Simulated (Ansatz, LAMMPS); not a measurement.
## Convergence of a linear-scaling basis for glassy 67P2O5-33MgO (mol %) (80 atoms)

Wanted: errors and times of a linear-scaling basis for glassy 67P2O5-33MgO (mol %) (80 atoms). A setting counts as converged where the r.m.s. difference of forces stays under 1 % of the r.m.s. force.

Calculated with Ansatz 0.2.0; Kohn-Sham DFT, PBE, PAW (set soft_2), plane waves.

This is a report of a sequence of runs, with most program output left out.

## (1) Set-up

The cell holds 80 atoms: 20 P, 5 Mg and 55 O. Its edges and angles: a = 10.137 Å, b = 10.137 Å, c = 10.137 Å, α = 90.0°, β = 90.0°, γ = 90.0°. 80 atoms (20 P, 5 Mg, 55 O) placed at random at 2.58 g/cm³, melted at 4000 K for 10 ps at fixed volume with the Morse and Coulomb pair potential with partial charges (Pedone, Malavasi, Menziani, Cormack and Segre, J. Phys. Chem. B 110, 11780 (2006)). Quenched from 4000 K to 300 K at 25 K/ps and fixed volume, held 5 ps.

Before any run, some limits are plain. The quench rate of 25 K/ps is many orders above laboratory rates, so the cell is likely richer in defects and strain than a real sample. The starting topology of bonds comes from the classical model, and needn't be the one that DFT or experiment would give. The Brillouin zone is sampled at Γ only, in a cell whose shortest periodic width is 10 Å.

## (2) The classical run that made the cell

A classical potential supplies the starting structure, since it reaches far longer times than DFT.

This step: classical MD, Morse and Coulomb pair potential with partial charges (Pedone, Malavasi, Menziani, Cormack and Segre, J. Phys. Chem. B 110, 11780 (2006)) (LAMMPS 22 Jul 2025 - Update 4).

in.lmp

```
# melt-quench of P20Mg5O55
units metal
atom_style charge
boundary p p p
region box block 0 10.1370 0 10.1370 0 10.1370
create_box 3 box
mass 1 30.9738   # P
mass 2 24.3050   # Mg
mass 3 15.9990   # O
create_atoms 1 random 20 317138 NULL overlap 1.5 maxtry 2000
create_atoms 2 random 5 317145 NULL overlap 1.5 maxtry 2000
create_atoms 3 random 55 317152 NULL overlap 1.5 maxtry 2000
pair_style hybrid/overlay pedone 5.5 coul/long 8.0
pair_coeff * * coul/long
pair_coeff 1 3 pedone 0.831326 2.585833 1.800790 1   # P-O
pair_coeff 2 3 pedone 0.038908 2.281000 2.586153 5   # Mg-O
pair_coeff 3 3 pedone 0.042395 1.379316 3.618701 22   # O-O
set type 1 charge 3
set type 2 charge 1.2
set type 3 charge -1.2
kspace_style pppm 1.0e-4
neigh_modify delay 0 every 1 check yes
thermo_style custom step time temp pe press density
thermo_modify norm yes
timestep 0.002
thermo 100
min_style cg
minimize 1e-4 1e-4 200 2000
reset_timestep 0
velocity all create 4000 317139 mom yes dist gaussian
fix lim all nve/limit 0.05
fix lan all langevin 4000 4000 0.2 317140 zero yes
thermo 500
run 1000 post no
# [... 7 lines left out ...]
fix md all nvt temp 4000 300 0.2
run 74000 post no
unfix md
thermo 1250
fix md all nvt temp 300 300 0.2
run 2500 post no
unfix md
write_dump all custom glass.dump id type xs ys zs modify sort id
```

Started as:

```
lmp -in in.lmp -log none -nocite
```

Run time: 33 s. Hardware: 1 thread of Arm Neoverse V1, shared host; peak memory 0.068 GiB.

## (3) Plane-wave single point

This run is the reference for what follows, at a cutoff of 420 eV.

input.yaml

```yaml
crystal:
  lattice:
    - [10.137, 0.0, 0.0]
    - [0.0, 10.137, 0.0]
    - [0.0, 0.0, 10.137]
  atoms:
    - { symbol: P, position: [0.47375, 0.8813, 0.91748] }
    - { symbol: P, position: [0.06331, 0.81477, 0.54975] }
    - { symbol: P, position: [0.18546, 0.47745, 0.96002] }
    - { symbol: P, position: [0.62355, 0.19789, 0.23108] }
    - { symbol: P, position: [0.29242, 0.61594, 0.54516] }
    - { symbol: P, position: [0.80132, 0.38472, 0.06004] }
    - { symbol: P, position: [0.14269, 0.32957, 0.61067] }
    - { symbol: P, position: [0.304, 0.92164, 0.16554] }
[... 68 atom lines left out ...]
    - { symbol: O, position: [0.94273, 0.73113, 0.53734] }
    - { symbol: O, position: [0.2275, 0.26986, 0.71898] }
    - { symbol: O, position: [0.61689, 0.90418, 0.96504] }
    - { symbol: O, position: [0.54799, 0.49556, 0.30994] }
kpoints:
  mp_grid: { grid: [1, 1, 1] }
hamiltonian:
  xc: pbe
scf:
  occupations: { method: fixed }
output:
  forces: true
  stress: true
  populations: true
  dos:
    method: { smearing: { sigma: 0.1 } }
    de: 0.1
    projected: { site_lists: { Mg: [Mg], O: [O], P: [P] } }
  eigenvalues: true
  write_density: true
  write_potential: true
  volumetric_format: npy
```

Started as:

```
ansatz run input.yaml --threads 4 --pin off --max-ram 8192MiB --backend cpu --events-out ev --progress --plain --runs-dir out
```

Run time: 16 s. Hardware: 4 threads of Arm Neoverse V1, shared host; peak memory 1.2 GiB; 61 s of CPU time.

Numbers from this run:

- free energy: -55957.6259 eV
- free energy per atom: -699.4703 eV/atom
- SCF cycles: 10
- pressure: 0.3647 GPa
- r.m.s. force component: 1.588 eV/Å
- longest force: 6.316 eV/Å
- Fermi energy: 4.574 eV
- gap (highest filled to lowest empty level): 1.534 eV
- spilling of the projection: 0.01672

The r.m.s. force component of 1.6 eV/Å sets the scale for the differences below.

## (4) Support functions low

The cell is solved in localised support functions.

This step: Kohn-Sham DFT, PBE, PAW (set soft_2), localised support functions (low) (Ansatz 0.2.0).

input.yaml, the sections that differ from step 3:

```yaml
scf:
  occupations: { method: fixed }
  eigensolver: { kind: { support_functions: { accuracy: low } } }
  max_iter: 150
output:
  forces: true
  eigenvalues: true
# crystal, kpoints, hamiltonian: as in step 3
```

It took 1.8 min on 4 threads; peak memory 3.3 GiB; 6.9 min of CPU time.

The program notes that the band table was not solved further than the SCF left it and it switched symmetry off.

Keys that differ from the reference: support_functions.accuracy = "low" and scf.max_iter = 150.

Forces differ from the reference by 0.86 meV/Å r.m.s., 0.054 % of their size, well within a tolerance of 1 %; the energy by -5.5 meV/atom. It took 1.8 min and 13 cycles; the reference's time can't be set against it, since the two runs asked for unlike analyses.

## (5) Support functions medium

The cell is solved in localised support functions. Besides, the program derives a nominal cutoff of 464 eV for this run, against the reference's 420.

This step: Kohn-Sham DFT, PBE, PAW (set soft_2), localised support functions (medium) (Ansatz 0.2.0).

input.yaml, the sections that differ from step 4:

```yaml
scf:
  occupations: { method: fixed }
  eigensolver: { kind: { support_functions: { accuracy: medium } } }
  max_iter: 150
# crystal, kpoints, hamiltonian, output: as in step 4
```

The job ended after 2 min (4 threads; peak memory 3.4 GiB).

Keys that differ from the reference: support_functions.accuracy = "medium" and scf.max_iter = 150.

Forces differ from the reference by 0.80 meV/Å r.m.s., 0.051 % of their size, well within a tolerance of 1 %; the energy by -5.5 meV/atom. It took 2 min and 14 cycles; the reference's time can't be set against it, since the two runs asked for unlike analyses.

## (6) Support functions medium, radius 3.08 Å

The radius confines each support function; a larger one gives more freedom and more work per atom.

input.yaml, the sections that differ from step 5:

```yaml
scf:
  occupations: { method: fixed }
  eigensolver: { kind: { support_functions: { accuracy: medium, radius: 3.08 } } }
  max_iter: 150
# crystal, kpoints, hamiltonian, output: as in step 5
```

Wall time 4.4 s (4 threads); peak memory 0.26 GiB.

The program refuses radii under 3.45 Å for these atoms at this level.

## (7) What each setting buys

Each row is set against the plane-wave reference (Kohn-Sham DFT, PBE, PAW (set soft_2), plane waves; r.m.s. force component 1.59 eV/Å). Energies are set beside the reference only for runs with its functional, potentials and electron count. Times are for 4 threads of Arm Neoverse V1, shared host. The reference's time includes the DOS, the stress and grids, which some other runs skip.

```csv
run,"Δ force, r.m.s. (meV/Å)",share of r.m.s. force (%),Δ energy (meV/atom),Δ gap (eV),cycles,time,host memory (GiB)
reference,-,-,-,-,10,16 s,1.2
support functions low,0.861,0.0543,-5.50,-2.0e-4,13,1.8 min,3.3
support functions medium,0.802,0.0505,-5.50,0,14,2 min,3.4
```

## (8) The reference in detail

The comparisons rest on this run, so its electronic structure is set out here.

Neighbours are counted within 2.11 Å (O-P), 2.52 Å (O-Mg).

Length of the force by element and coordination:

```csv
element,coordination,atoms,mean length of the force (eV/Å),spread,least,most
Mg,all,5,1.88,0.701,1.01,2.93
O,all,55,1.95,1.13,0.349,5.40
O,1,7,1.62,0.467,0.979,2.37
O,2,46,1.97,1.21,0.349,5.40
O,3,2,2.68,0.162,2.52,2.84
P,all,20,3.69,1.27,1.73,6.32
P,4,16,3.91,1.22,1.73,6.32
P,5,3,3.15,0.971,2.01,4.38
P,6,1,1.73,0,1.73,1.73
```

Density of states as counts of states in windows of 1 eV (from the Fermi level), total and the larger projections:

```csv
from (eV),to (eV),total,O p,P p,O s
-14,-13,6.4,4.0,1.0,0.6
-13,-12,11.2,7.3,2.3,0.7
-12,-11,10.4,7.0,2.3,0.5
-11,-10,8.0,5.2,2.1,0.3
-10,-9,9.2,6.2,1.7,0.7
-9,-8,10.5,7.6,1.2,1.0
-8,-7,27.8,22.0,2.5,2.1
-7,-6,34.3,28.6,2.2,2.1
-6,-5,38.9,33.8,1.9,1.8
-5,-4,36.3,32.1,1.6,1.4
-4,-3,45.2,41.3,1.6,1.0
-3,-2,34.0,32.0,0.9,0.3
-2,-1,33.6,31.9,0.8,0.3
-1,0,13.6,13.0,0.2,0.1
0,1,0.6,0.6,0.0,0.0
1,2,2.0,0.2,0.2,0.5
2,3,4.3,0.7,0.6,0.8
3,4,7.1,1.0,1.5,1.1
4,5,15.2,1.8,4.2,2.1
```

With fixed occupations the program's Fermi level is the highest filled level; weight inside the gap is the broadening of levels at its edges.

Between -26 and -14 eV lie 120 more states.

The stored curve holds about 440 of the 480 electrons; the rest, give or take the few that broadening carries across the Fermi level, lie in deeper levels below its range.

The levels nearest the highest filled one (over half full), pooled over k-points and spins:

```csv
level less the highest filled one (eV),occupation
-0.722,2
-0.671,2
-0.508,2
-0.297,2
-0.222,2
0,2
1.53,0
2.41,0
2.91,0
3.10,0
3.42,0
3.74,0
```

Valence density in the ab plane at fractional z = 0.060, with atoms of P and Mg and O within 0.2 Å of it. It is the smooth field of the valence electrons, not physical close to the nuclei.

Ten steps, logarithmic in the rise over the least value, from '0' (0 e/Å³) to '9' (21 e/Å³), each cell a mean:
```
0000000112332100000001222100
0000000124664200111000111000
0000001125775200111001110000
0000111113553100010012221000
0000111101221000000124542000
0000011000000000000135653100
0000000000000000000124442100
1011211000000000000012221001
0013543100000000000001111000
0025775200000122100001232000
0025664200001345310013553100
0013443100002577520013554100
0001222100002466520013443100
0001123210001244210112232211
1001245420000011000122023443
3101356521000000001122235676
3101245321000000001222234676
1000122222100000001121112443
1000000022100000000000001111
6510000000000111000000000014
9830000000000111000000000027
8720000000000010000001121116
2100000000000000000001333111
0000000000100000000002343100
```
Columns run along a (10.1 Å), rows up along b (10.1 Å). Atoms in or near the plane, at fractional coordinates: P at (0.80, 0.38), Mg at (0.01, 0.13), O at (0.17, 0.58), O at (0.53, 0.50), O at (0.38, 0.89), O at (0.93, 0.32).

Electrostatic potential energy in the ab plane at fractional z = 0.060, with atoms of P and Mg and O within 0.2 Å of it. With pseudopotentials it is smooth inside the atoms' cores, unlike the true potential.

Ten even steps from '0' (-40 eV) to '9' (11 eV), each cell a mean:
```
9999998877778999999999999999
9999998774015899999999999999
9999998873003899999999999999
9999999887337899999998889999
9999999999889999999995368999
9999999999999999999983038999
9998899999999999999986468999
9988889999999999999998778999
9987448999999999999998888999
9984004999999999999999889999
9984005899999855899998437999
9998557899999510499997226999
9998777899999611599986347899
9998888899999977999851004799
9999853699999999999740001457
8999821488999999999850001002
8999964677789999999876455102
8899998765678999999988888657
7778888754678999999999999987
1267888776789999999999999873
0047888888889999999999999850
0157899988999999999999999862
5678999999999999999999878986
8889999888899999999999868998
```
Columns run along a (10.1 Å; values clipped at the 3rd and 97th percentile), rows up along b (10.1 Å). Atoms in or near the plane, at fractional coordinates: P at (0.80, 0.38), Mg at (0.01, 0.13), O at (0.17, 0.58), O at (0.53, 0.50), O at (0.38, 0.89), O at (0.93, 0.32).

## (9) Local order

Bonds and neighbours are counted at the geometry of the runs.

Density 2.58 g/cm³, 13.02 Å³ an atom.

g(r), total and by pair (bins of 0.2 Å):

```csv
r (Å),total,O-O,O-P,O-Mg,P-P,P-Mg,Mg-Mg
1.40,0.66,0.00,1.91,0.00,0.00,0.00,0.00
1.60,3.51,0.00,10.19,0.00,0.00,0.00,0.00
1.80,0.36,0.00,0.95,0.43,0.00,0.00,0.00
2.00,0.28,0.00,0.00,3.28,0.00,0.00,0.00
2.20,0.37,0.27,0.00,2.86,0.00,0.00,0.00
2.40,1.51,3.14,0.00,0.28,0.00,0.00,0.00
2.60,1.21,2.56,0.00,0.00,0.00,0.00,0.00
2.80,0.35,0.56,0.15,0.41,0.00,0.00,0.00
3.00,0.91,1.11,0.41,0.50,2.90,0.44,0.00
3.20,0.91,0.86,0.63,0.43,2.68,2.74,0.00
3.40,0.72,0.64,0.59,0.40,0.75,3.17,8.65
3.60,1.00,0.66,1.59,1.05,0.15,1.31,0.00
3.80,1.29,0.94,1.98,1.15,0.70,0.57,0.00
4.00,1.19,0.53,2.12,1.23,1.15,0.77,2.00
4.20,1.04,0.99,1.15,1.61,0.35,0.48,0.00
4.40,0.93,1.02,0.68,1.31,1.19,0.64,1.66
4.60,1.14,1.27,0.75,1.78,1.55,0.59,1.62
4.80,1.17,1.32,0.92,1.25,1.34,1.44,0.00
5.00,1.08,1.31,0.84,0.36,1.58,1.18,0.00
```

Bonds by pair of elements; cutoffs follow the first minimum of g(r), held within bounds set by covalent radii, and pairs that aren't listed don't count as bonded:

```csv
pair A-B,cutoff (Å),bonds,mean length (Å),spread (Å),shortest (Å),B about A,A about B
O-P,2.11,85,1.57,0.082,1.46,1.54,4.25
O-Mg,2.52,20,2.11,0.11,1.90,0.364,4
```

How many atoms have how many bonded neighbours:

```csv
element,mean,1,2,3,4,5,6
Mg,4,0,0,0,5,0,0
O,1.91,7,46,2,0,0,0
P,4.25,0,0,0,16,3,1
```

Oxygen atoms by the number of network formers (Si, P, Ge, B, Al, As, Ga) bound to them:

```csv
network formers bound to O,O atoms,per cent
0,0,0
1,25,45.5
2,30,54.5
```

Network units: each former by its oxygen neighbours and how many of them bridge to another former:

```csv
former,O neighbours,bridging O,atoms
P,4,2,6
P,4,3,9
P,4,4,1
P,5,3,2
P,5,5,1
P,6,6,1
```

Rings of the network by King's shortest-path rule, up to 12 atoms, one path for each pair of neighbours; H, halogens, alkali and alkaline-earth atoms are left out, and the last column divides by all other atoms, bonded or not:

```csv
ring size (atoms),rings,per network atom
10,3,0.04
12,1,0.013
```

First main peaks of g(r), for some of the pairs, lie near 2.5 Å (O-O), 1.6 Å (O-P), 2.1 Å (O-Mg), 3.1 Å (P-P) and 3.4 Å (P-Mg). Counting bonds as in the table, all Mg atoms have 4, 84 % of O atoms have 2 and 80 % of P atoms have 4 bonded neighbours. 54 % of the oxygens bridge two formers (P) and 46 % are non-bridging. The commonest P unit has 4 oxygens, 3 of them shared with other formers (9 of 20 atoms). Rings of 10 atoms are the most common (75 % of those counted); sizes run from 10 to 12, where the search stops.

A closer look about P10, which has 5 bonded neighbours where the commonest count for P is 4: 10 atoms, nearest first, numbered in the order of the input, with positions taken from that point.

```csv
atom,x,y,z,distance (Å),bonds,Fx,Fy,Fz (eV/Å)
P10,0.00,0.00,0.00,0.00,5,0.74,0.27,-1.85
O66,0.32,1.30,0.69,1.51,2,0.34,1.19,0.46
O41,-0.46,-0.06,-1.50,1.57,2,0.31,0.01,-0.27
O36,0.00,-1.31,0.92,1.60,2,0.25,-2.28,0.34
O61,1.61,-0.36,-0.46,1.72,2,0.15,-1.49,0.09
O79,-1.78,0.08,0.37,1.82,2,-3.42,0.05,1.07
O26,0.32,-0.39,3.05,3.09,2,-0.55,0.68,0.18
P20,0.18,-2.02,2.42,3.16,6,0.55,1.63,-0.19
P11,3.01,0.04,-0.98,3.16,4,-0.64,-0.84,3.91
P1,-3.23,-0.15,-0.12,3.23,4,4.23,2.67,-1.53
```

The column of bonds counts only the pairs O-P within 2.11 Å, O-Mg within 2.52 Å; other neighbours, such as metal atoms beside each other in a compound, aren't counted, and periodic images can show an atom twice.

## (10) Outcome

| Property | Result |
| --- | --- |
| free energy per atom | -699.4703 eV/atom |
| pressure | 0.3647 GPa |
| r.m.s. force component | 1.588 eV/Å |
| gap (highest filled to lowest empty level) | 1.534 eV |
| wall time of the 3 DFT runs | 4 min |

Against plane waves at 420 eV, the forces differ by 0.80 meV/Å (0.051 %) with support functions medium. At 80 atoms the fastest of the runs at a preset level, support functions low, takes roughly 6.4 times the time of plane waves (whose run also made extra analyses, so the like-for-like ratio is larger), in 13 SCF cycles against 10. Differences between support functions and plane waves include what basis error the plane-wave run still has.

The highest filled and lowest empty levels differ by 1.53 eV (at Γ alone); a semilocal functional tends to put such gaps too low. In a disordered cell it changes from sample to sample, and tail or defect levels can set it. Counting bonds as in the table, all Mg atoms have 4, 84 % of O atoms have 2 and 80 % of P atoms have 4 bonded neighbours. 54 % of the oxygens bridge two formers (P) and 46 % are non-bridging.

**Limits.** The force components of 1.6 eV/Å r.m.s. hold both thermal displacement and the mismatch between the potential that made the cell and DFT. The stress is far from hydrostatic: its diagonal is 3.5, -1.2, -1.2 GPa, compression counted positive. The pressure of a single frame lacks the kinetic term.

[Logs are printed without paths, hosts, clocks, repeated set-up lines and the standing remarks that a program may print on its own settings, such as how far it seeks lower states.]

[Hosts, paths, dates, database ids (printed as entryN), source tags and the programs' standing remarks are cut or masked in the printed files.]
